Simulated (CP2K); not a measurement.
Methyl formate has these distinct O atoms: O2 (bonded to 2 C) and O4 (bonded to C).

```xyz
8

C    -1.0295   -0.1752    0.0634
O     0.3074   -0.7297    0.2176
C     1.3142    0.1410   -0.0560
O     1.1902    1.3011   -0.4000
H    -1.1864    0.1496   -0.9723
H    -1.7111   -0.9880    0.3263
H    -1.1635    0.6821    0.7349
H     2.2786   -0.3810    0.0861
```

Their partial O K spectra (CP2K XAS_TDP, all-electron GAPW, PBEh(45%), aug-cc-pVDZ, TDA, GW2X-corrected core level, no relativity) are given in random order, each times the number of alike atoms.

Gaussian full width 0.5 eV, oscillator strength per eV, alike atoms added, rows of zeros left out:

```tsv
E (eV)	curve 1	curve 2
531.75	0.000	0.001
532.00	0.000	0.019
532.25	0.000	0.067
532.50	0.000	0.062
532.75	0.000	0.014
533.00	0.000	0.001
534.75	0.001	0.000
535.00	0.012	0.000
535.25	0.034	0.000
535.50	0.025	0.000
535.75	0.005	0.000
536.50	0.001	0.001
536.75	0.014	0.001
537.00	0.048	0.001
537.25	0.041	0.003
537.50	0.010	0.007
537.75	0.003	0.007
538.00	0.004	0.003
538.25	0.008	0.004
538.50	0.005	0.003
538.75	0.003	0.001
539.00	0.004	0.002
539.25	0.020	0.013
539.50	0.046	0.024
539.75	0.036	0.017
540.00	0.015	0.005
540.25	0.016	0.003
540.50	0.023	0.011
540.75	0.013	0.016
541.00	0.006	0.017
541.25	0.005	0.017
541.50	0.013	0.008
541.75	0.016	0.007
542.00	0.007	0.011
542.25	0.003	0.021
542.50	0.008	0.024
542.75	0.017	0.014
543.00	0.027	0.003
543.25	0.016	0.001
543.50	0.005	0.001
543.75	0.005	0.001
544.00	0.006	0.001
544.25	0.003	0.002
544.50	0.003	0.002
544.75	0.011	0.004
545.00	0.013	0.013
545.25	0.006	0.015
545.50	0.002	0.007
545.75	0.001	0.003
546.00	0.005	0.012
```

Which curve belongs to which atom?

Curve 1: O2 (bonded to 2 C), leading line at 535.32 eV (f = 0.019 an atom), ionisation energy 539.40 eV, term value 4.08 eV. Curve 2: O4 (bonded to C), leading line at 532.36 eV (f = 0.041 an atom), ionisation energy 538.17 eV, term value 5.81 eV. The leading line of an atom is its first one with 35 % of the strongest within 2.5 eV of its lowest line over the strength cut. A line lies at the core ionisation energy, which rises as an atom loses charge to its neighbours or to a π system, less the term value, which is large for a low π* or σ* orbital with weight on that atom.

[Banner, clock and machine lines of the logs are left out without a mark of their own.]

[Logs are printed without paths, hosts, clocks, repeated set-up lines and the standing remarks that a program may print on its own settings, such as how far it seeks lower states.]

[Hosts, paths, dates, database ids (printed as entryN), source tags and the programs' standing remarks are cut or masked in the printed files.]
